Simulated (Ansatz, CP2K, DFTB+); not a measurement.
**Generalised stacking fault on (111) (glide set) of a Ge-Si solid solution (72 atoms) in DFTB+**

Aim: run generalised stacking fault on (111) (glide set) of a Ge-Si solid solution (72 atoms) in DFTB+ and see how near its forces come to a plane-wave reference, and at what cost.

Program: DFTB+ 25.1. Level of theory: the method is named at each step. Results are calculated unless marked as measured.

## 1. The starting structure

The cell holds 72 atoms: 51 Ge and 21 Si. Its edges and angles: a = 6.849 Å, b = 11.862 Å, c = 19.646 Å, α = 90.0°, β = 85.0°, γ = 90.0°. Diamond-structure Ge lattice (a = 5.5919 Å, the value set for the mixture), cell with z along [111], 1 x 3 x 2 periods; the third cell vector is tilted by 0.250 of 1/2[11-2] and lengthened by 0.2 Å, so the cell holds one fault (glide set); displaced by a Gaussian of 0.01 Å; 21 of 72 Ge sites given to Si at random (lattice constant by Vegard's rule between Ge and Si). Then every atom was moved at random, 0.05 Å r.m.s. a Cartesian component. The structure's axis is c.

Coordinates:

```xyz
72
Lattice="6.8487 0.0000 0.0000 0.0000 11.8622 0.0000 1.7122 0.0000 19.5709" Properties=species:S:1:pos:R:3 pbc="T T T"
Ge    3.5254    1.9427    0.4053
Ge    3.4082    1.8544    2.8765
Ge    5.7281    1.9879    3.7067
Si    5.6858    1.9217    6.0676
Si    6.7975    0.0024    0.3897
Ge    6.9912    0.0065    2.7945
Si    2.2878   11.8294    3.6306
Ge    2.2270    0.0356    6.0333
Ge    4.5483    0.0488    6.8146
Si    4.5354    0.0171    9.2608
Si    3.4319    5.9168    0.4135
Si    3.4550    5.9341    2.7795
Ge    5.6454    5.9531    3.7308
Ge    5.7354    5.9656    5.9899
Si    0.0534    3.9912    0.4456
Ge    6.8578    3.9552    2.8489
Ge    2.3902    3.9291    3.6091
Si    2.2302    3.9388    6.1245
Ge    4.6121    4.0252    6.8939
Si    4.4772    3.9606    9.2711
Ge    1.1395    1.9777    6.8731
Ge    1.0831    2.0218    9.3752
Si    3.3821    1.9697   10.0438
Si    3.3167    1.9066   12.4909
Ge    5.6268    1.9184   13.3526
Si    5.6521    2.0271   15.7536
Ge    6.8729   11.8466   10.0553
Ge    6.7898   11.8439   12.5365
Si    2.1957   11.8483   13.2485
Ge    2.2946   11.8366   15.7763
Ge    4.5772    0.1126   16.6580
Si    4.5266    0.0493   18.9200
Ge    3.4709    9.8786    0.3912
Si    3.4184    9.7895    2.9433
Ge    5.7629    9.8106    3.6431
Ge    5.6568    9.9361    6.0020
Ge    0.0616    7.9630    0.2834
Ge    6.9042    7.9350    2.8482
Ge    2.2974    7.9438    3.6437
Ge    2.2951    7.8436    6.0807
Ge    4.5106    7.9213    6.8684
Ge    4.6930    7.9714    9.2717
Ge    1.0523    6.0362    6.8768
Ge    1.0600    5.9529    9.2846
Ge    3.4107    5.9049   10.0596
Ge    3.3950    5.9860   12.4990
Ge    5.7914    5.9513   13.3677
Ge    5.7710    5.9565   15.7331
Si    6.7165    3.9890   10.1223
Si    6.8489    3.8673   12.4463
Ge    2.3061    3.9857   13.2444
Ge    2.1939    3.8150   15.7331
Ge    4.5503    4.0165   16.5914
Ge    4.5732    3.9409   19.0556
Ge    8.0174    1.9120   16.5233
Ge    8.0117    1.9747   18.9159
Ge    0.9923    9.8223    6.8259
Ge    1.0878    9.8713    9.3762
Ge    3.4260    9.8495   10.0548
Ge    3.2864    9.9297   12.4618
Ge    5.7318    9.9599   13.2352
Ge    5.7621    9.9074   15.7464
Ge    6.8006    7.8951   10.0217
Ge    6.8335    7.8734   12.4812
Ge    2.3574    7.8556   13.3348
Ge    2.1764    7.9134   15.6757
Ge    4.5859    7.8050   16.5544
Si    4.5360    7.9273   18.9638
Si    7.9758    5.9335   16.5989
Si    8.0499    5.8782   18.9722
Ge    7.8967    9.9173   16.5038
Si    7.9886    9.9851   18.9726
```

The yardstick, on the same geometry:

| Quantity | Value |
| --- | --- |
| method | Kohn-Sham DFT, PBE, PAW, plane waves (Ansatz 0.2.0); cutoff 420 eV, Γ point, fermi-dirac smearing of 0.05 eV; PAW set soft_2 |
| r.m.s. force component | 0.9036 eV/Å |
| longest force | 2.65 eV/Å |
| pressure | 3.048 GPa |
| SCF cycles | 9 |
| time | 15 s on 4 threads of Intel Xeon 6975P-C (Granite Rapids), shared host |
| CPU time | 51 s |

## 2. IPEA1-xTB

Method: IPEA1-xTB tight binding, diagonalisation.

Input file dftb_in.hsd:

```
Geometry = GenFormat {
  <<< geo.gen
}
Driver = {}
Hamiltonian = xTB {
  Method = "IPEA1-xTB"
  SccTolerance = 1e-06
  MaxSccIterations = 300
  Mixer = Broyden { MixingParameter = 0.05 }
  Filling = Fermi { Temperature [K] = 580 }
  KPointsAndWeights = { 0.0 0.0 0.0 1.0 }
}
Analysis {
  PrintForces = Yes
  MullikenAnalysis = Yes
}
ParserOptions { ParserVersion = 14 }
```

Input file geo.gen:

```
72 F
Ge Si
1 1 0.50958 0.16377 0.02071
2 1 0.46090 0.15633 0.14698
3 1 0.78904 0.16758 0.18940
4 2 0.75270 0.16200 0.31003
5 2 0.98755 0.00020 0.01991
6 1 0.98512 0.00055 0.14279
7 2 0.28768 0.99723 0.18551
8 1 0.24811 0.00300 0.30828
9 1 0.57707 0.00411 0.34820
10 2 0.54394 0.00144 0.47319
11 2 0.49582 0.49879 0.02113
12 2 0.46897 0.50025 0.14202
13 1 0.77665 0.50185 0.19063
14 1 0.76094 0.50291 0.30606
15 2 0.00211 0.33646 0.02277
16 1 0.96495 0.33343 0.14557
17 1 0.30290 0.33123 0.18441
18 2 0.24740 0.33205 0.31294
19 1 0.58537 0.33933 0.35225
20 2 0.53531 0.33388 0.47372
21 1 0.07859 0.16672 0.35119
22 1 0.03839 0.17044 0.47904
23 2 0.36554 0.16605 0.51320
24 2 0.32473 0.16073 0.63824
25 1 0.65102 0.16172 0.68227
26 2 0.62405 0.17089 0.80495
27 1 0.87509 0.99868 0.51379
28 1 0.83126 0.99846 0.64057
29 2 0.15137 0.99883 0.67695
30 1 0.13351 0.99784 0.80611
31 1 0.45555 0.00949 0.85116
32 2 0.41926 0.00416 0.96674
33 1 0.50181 0.83278 0.01999
34 2 0.46154 0.82527 0.15039
35 1 0.79493 0.82705 0.18615
36 1 0.74930 0.83763 0.30668
37 1 0.00537 0.67129 0.01448
38 1 0.97173 0.66893 0.14553
39 1 0.28891 0.66967 0.18618
40 1 0.25744 0.66123 0.31070
41 1 0.57087 0.66778 0.35095
42 1 0.56681 0.67200 0.47375
43 1 0.06581 0.50886 0.35138
44 1 0.03617 0.50184 0.47441
45 1 0.36951 0.49779 0.51401
46 1 0.33605 0.50463 0.63865
47 1 0.67487 0.50170 0.68304
48 1 0.64167 0.50214 0.80390
49 2 0.85140 0.33628 0.51721
50 2 0.84104 0.32602 0.63596
51 1 0.16754 0.33600 0.67674
52 1 0.11936 0.32161 0.80390
53 1 0.45247 0.33860 0.84776
54 1 0.42434 0.33222 0.97367
55 1 0.95958 0.16118 0.84428
56 1 0.92819 0.16647 0.96653
[... 16 atom lines left out ...]
0.0 0.0 0.0
6.84865 0.00000 0.00000
0.00000 11.86221 0.00000
1.71216 0.00000 19.57091
```

Run with:

```sh
$ OMP_NUM_THREADS=1 dftb+ > output.txt
```

Output:

```text
Reading input file 'dftb_in.hsd'
Parser version: 14
--------------------------------------------------------------------------------
Processed input in HSD format written to 'dftb_pin.hsd'
Starting initialization...
--------------------------------------------------------------------------------
WARNING!
-> Dipole printed for extended system : value printed is not well defined
Mode:                        Static calculation
Self consistent charges:     Yes
SCC-tolerance:                 0.100000E-05
Max. scc iterations:                    300
Shell resolved Hubbard:      Yes
Spin polarisation:           No
Nr. of up electrons:           144.000000
Nr. of down electrons:         144.000000
Periodic boundaries:         Yes
Electronic solver:           Relatively robust
Mixer:                       Broyden mixer
Mixing parameter:                  0.050000
Nr. of chrg. vec. in memory:            300
Max. SCC-cycles:                        300
tblite library version:      0.3.0
-> parametrization:          IPEA1-xTB
-> repulsion:                Yes
-> dispersion:               Yes
-> halogen bonding:          Yes
-> electrostatics:           Yes
   -> isotropic:             Yes
   -> anisotropic:           No
   -> third-order:           Yes
Electronic temperature:              0.183675E-02 H      0.499806E-01 eV
Initial charges:             Set automatically (system chrg:   0.000E+00)
Included shells:            Ge:  s, p, d
                            Si:  s, p, d
K-points and weights:           1:  0.000000  0.000000  0.000000     1.000000
K-points in absolute space:     1:  0.000000  0.000000  0.000000
Extra options:
                             Mulliken analysis
                             Force calculation
Force type                   original
--------------------------------------------------------------------------------
***  Geometry step: 0
 iSCC Total electronic   Diff electronic      SCC error
    1   -0.15355208E+03    0.00000000E+00    0.90816423E+00
    2   -0.15576242E+03   -0.15355208E+03    0.82069062E+00
    3   -0.15608191E+03   -0.22103389E+01    0.82393543E+00
    4   -0.15695146E+03   -0.31949261E+00    0.64719379E+00
    5   -0.15682035E+03   -0.86954245E+00    0.56109706E+00
    6   -0.15762651E+03    0.13110275E+00    0.34356135E+00
    7   -0.15790863E+03   -0.80616058E+00    0.17256224E+00
    8   -0.15794234E+03   -0.28211196E+00    0.15800000E+00
    9   -0.15795648E+03   -0.33712182E-01    0.12657408E+00
   10   -0.15796049E+03   -0.14146349E-01    0.56894696E-01
   11   -0.15797488E+03   -0.40092799E-02    0.52672095E-01
   12   -0.15797618E+03   -0.14384106E-01    0.41668138E-01
   13   -0.15797623E+03   -0.13057854E-02    0.35039395E-01
   14   -0.15797659E+03   -0.42972719E-04    0.20106760E-01
   15   -0.15797683E+03   -0.35816320E-03    0.11626832E-01
   16   -0.15797696E+03   -0.24101735E-03    0.10472700E-01
   17   -0.15797694E+03   -0.13355938E-03    0.11068475E-01
   18   -0.15797701E+03    0.21340753E-04    0.33975842E-02
   19   -0.15797704E+03   -0.75532086E-04    0.26991783E-02
>> Charges saved for restart in charges.bin
   20   -0.15797704E+03   -0.21682621E-04    0.23995995E-02
   21   -0.15797704E+03   -0.92126440E-05    0.17756357E-02
   22   -0.15797704E+03    0.28159967E-05    0.11951657E-02
   23   -0.15797704E+03    0.39722856E-05    0.61547755E-03
   24   -0.15797704E+03   -0.26509163E-05    0.55280115E-03
[...]
31   -0.15797704E+03   -0.10273277E-06    0.15341617E-04
   32   -0.15797704E+03    0.29397228E-07    0.12968882E-04
   33   -0.15797704E+03    0.13748746E-07    0.98461365E-05
   34   -0.15797704E+03    0.82024769E-08    0.40246618E-05
   35   -0.15797704E+03    0.27558542E-08    0.23104112E-05
   36   -0.15797704E+03    0.13059349E-07    0.18439013E-05
   37   -0.15797704E+03    0.41782471E-08    0.13366357E-05
>> Charges saved for restart in charges.bin
   38   -0.15797704E+03   -0.76056494E-10    0.74179102E-06
Total Energy:                     -157.1705691273 H        -4276.8288 eV
Extrapolated to 0K:               -157.1750257386 H        -4276.9501 eV
Total Mermin free energy:         -157.1794823500 H        -4277.0713 eV
Force related energy:             -157.1794823500 H        -4277.0713 eV
Volume:                              0.107295E+05 au^3   0.158994E+04 A^3
Pressure:                            0.611514E-03 au     0.179913E+11 Pa
```

detailed.out:

```text
Fermi distribution function
Calculation with static geometry
********************************************************************************
 iSCC Total electronic   Diff electronic      SCC error
   38   -0.15797704E+03   -0.76056494E-10    0.74179102E-06
********************************************************************************
 Total charge:    -0.00000000
 Atomic gross charges (e)
 Atom           Charge
    1      -0.14352046
    2      -0.11852155
    3      -0.15564506
    4       0.40016865
    5       0.29402922
    6      -0.27818284
    7       0.26598249
    8      -0.13674793
    9      -0.20454697
   10       0.28496956
   11       0.21306923
   12       0.30257139
[...]
68       0.52446090
   69       0.45673375
   70       0.27357929
   71       0.02848021
   72       0.35202242
Fermi level:                        -0.3644174967 H           -9.9163 eV
Band energy:                      -158.1194183851 H        -4302.6483 eV
TS:                                  0.0089132227 H            0.2425 eV
Band free energy (E-TS):          -158.1283316078 H        -4302.8908 eV
Extrapolated E(0K):               -158.1238749965 H        -4302.7696 eV
Input / Output electrons (q):    288.0000000000    288.0000000000
Energy H0:                        -158.1744288201 H        -4304.1452 eV
Energy SCC:                          0.1973904798 H            5.3713 eV
Total Electronic energy:          -157.9770383404 H        -4298.7739 eV
Repulsive energy:                    1.3320775478 H           36.2477 eV
Halogen correction energy:           0.0000000000 H            0.0000 eV
Total energy:                     -157.1705691273 H        -4276.8288 eV
Extrapolated to 0:                -157.1750257386 H        -4276.9501 eV
Total Mermin free energy:         -157.1794823500 H        -4277.0713 eV
Force related energy:             -157.1794823500 H        -4277.0713 eV
Non-constrained calculation
SCC converged
Total Forces
    1      0.032320360594     -0.023400170470      0.022625941660
    2      0.017786325447      0.000040266788     -0.010972698247
    3     -0.002289388221     -0.012445573896     -0.001894238135
    4      0.011577487381      0.029824069905      0.010423943741
    5      0.038493456798      0.005639064799      0.028340292359
    6     -0.025883035337     -0.009473368912     -0.014492384328
    7      0.015424464410     -0.026885340685      0.009684478870
    8      0.010278348189     -0.023138346012     -0.018434486687
    9     -0.014474110300      0.004109038683      0.033491157074
   10      0.001051110079      0.007925604555     -0.003887308101
   11      0.024796165637      0.038376931164      0.008720833942
[...]
68     -0.033899099789     -0.019576204733     -0.000505410073
   69      0.016067360198     -0.009494434233     -0.008690820409
   70     -0.020913468617      0.015897577624     -0.010397512641
   71      0.044238611628     -0.007835151160      0.051648318051
   72     -0.035698615443     -0.023121020208     -0.025391240559
Total stress tensor
      0.000241191137      0.000008905985      0.000010244996
      0.000008905985      0.001171963607     -0.000009888626
      0.000010244996     -0.000009888626      0.000421386266
Total lattice derivs
     -0.199213502233     -0.008100602752      0.022068949895
     -0.004262806322     -0.560954697430      0.004733143062
     -0.002972213924      0.002868826077     -0.122249932785
Maximal derivative component:        0.881108E-01 au
Volume:                              0.107295E+05 au^3
Pressure:                            0.611514E-03 au     0.179913E+11 Pa
Warning: dipole moment is not defined absolutely!
Dipole moment:   13.98925353   -9.78825597   14.76119781 au
Dipole moment:   35.55713865  -24.87926707   37.51922544 Debye
```

It took 24 s on 1 thread of Intel Xeon 6975P-C (Granite Rapids), shared host; peak memory 0.96 GiB.

Banners, paths, timers and routine set-up lines are dropped from the logs unmarked, and long logs keep their key lines alone; longer cuts are marked.

Against the reference:

```
r.m.s. force component                  : 1.276 eV/Å
r.m.s. difference of force components   : 542.7 meV/Å
longest difference of force vectors     : 2232 meV/Å
force difference over r.m.s. force      : 60.05 %
slope of forces against the reference's : 1.316
correlation of force components         : 0.9323
pressure                                : 17.99 GPa
pressure difference                     : 14.94 GPa
```

Length of the force difference by element (eV/Å):

```
element  atoms  mean  most
     Ge     51  0.93   2.2
     Si     21  0.62   1.6
```

The surroundings of Ge13, which bears the longest force, nearest first, numbered as they follow in the input and with coordinates relative to it.

```
atom      x      y      z  distance (Å)  bonds  Mulliken charge (e)     Fx     Fy  Fz (eV/Å)
Ge13   0.00   0.00   0.00          0.00      4                -0.13  -0.07   0.31      -4.53
Ge14   0.09   0.01   2.26          2.26      4                -0.08  -0.61  -0.08       2.52
Si12  -2.19  -0.02  -0.95          2.39      4                 0.30  -0.25   0.24       0.05
Ge16   1.21  -2.00  -0.88          2.50      4                -0.21   0.46   0.84      -0.61
Ge38   1.26   1.98  -0.88          2.51      4                -0.04  -0.12  -1.67      -1.72
Ge17  -3.26  -2.02  -0.12          3.84      4                -0.29  -0.48   0.73       1.23
Ge19  -1.03  -1.93   3.16          3.85      4                -0.28  -1.26  -1.63       0.33
Ge35   0.12   3.86  -0.09          3.86      4                -0.15  -1.44   2.09      -1.36
Ge43   2.26   0.08   3.15          3.87      4                -0.12   0.67  -2.74       0.55
```

Forces lie 60 % from the reference's, at 0.47 times its CPU time (on 1 against 4 cores).

## 3. Outcome

```
force difference from the reference : DFTB+ IPEA1-xTB, 60 %
its CPU time                        : 24 s
```

**Reading.** Tight binding differs by 60 % (DFTB+ IPEA1-xTB); it is another model, with fitted parameters of its own, and the xTB methods hold dispersion. IPEA1-xTB was fitted to ionisation energies and electron affinities, not to forces or charges. One electronic-structure run takes under half the reference's CPU time: DFTB+ IPEA1-xTB, at 60 % in 24 s against 51 s, too far off to be of use; its pressure misses by +14.9 GPa. Periodic xTB results under one method name differ between programs and library versions (DFTB+ here holds tblite 0.3). The reference's stress is far from hydrostatic: its diagonal is -5.5, 12.7, 1.9 GPa, compression counted positive. The host structure and its lattice constant were typed by rule, without a check against the phase diagram. The reference's pressure of 3.0 GPa belongs to a cell and atoms that aren't relaxed at this level. The electronic-structure runs sample only Γ, in a cell whose shortest periodic width is 7 Å, which is coarse for a cell with partly filled levels.

[Also dropped from logs without a mark: logging warnings of Python, and SIESTA's first energy breakdown and zero terms.]

[Logs are printed without paths, hosts, clocks, repeated set-up lines and the standing remarks that a program may print on its own settings, such as how far it seeks lower states.]

[Hosts, paths, dates, database ids (printed as entryN), source tags and the programs' standing remarks are cut or masked in the printed files.]
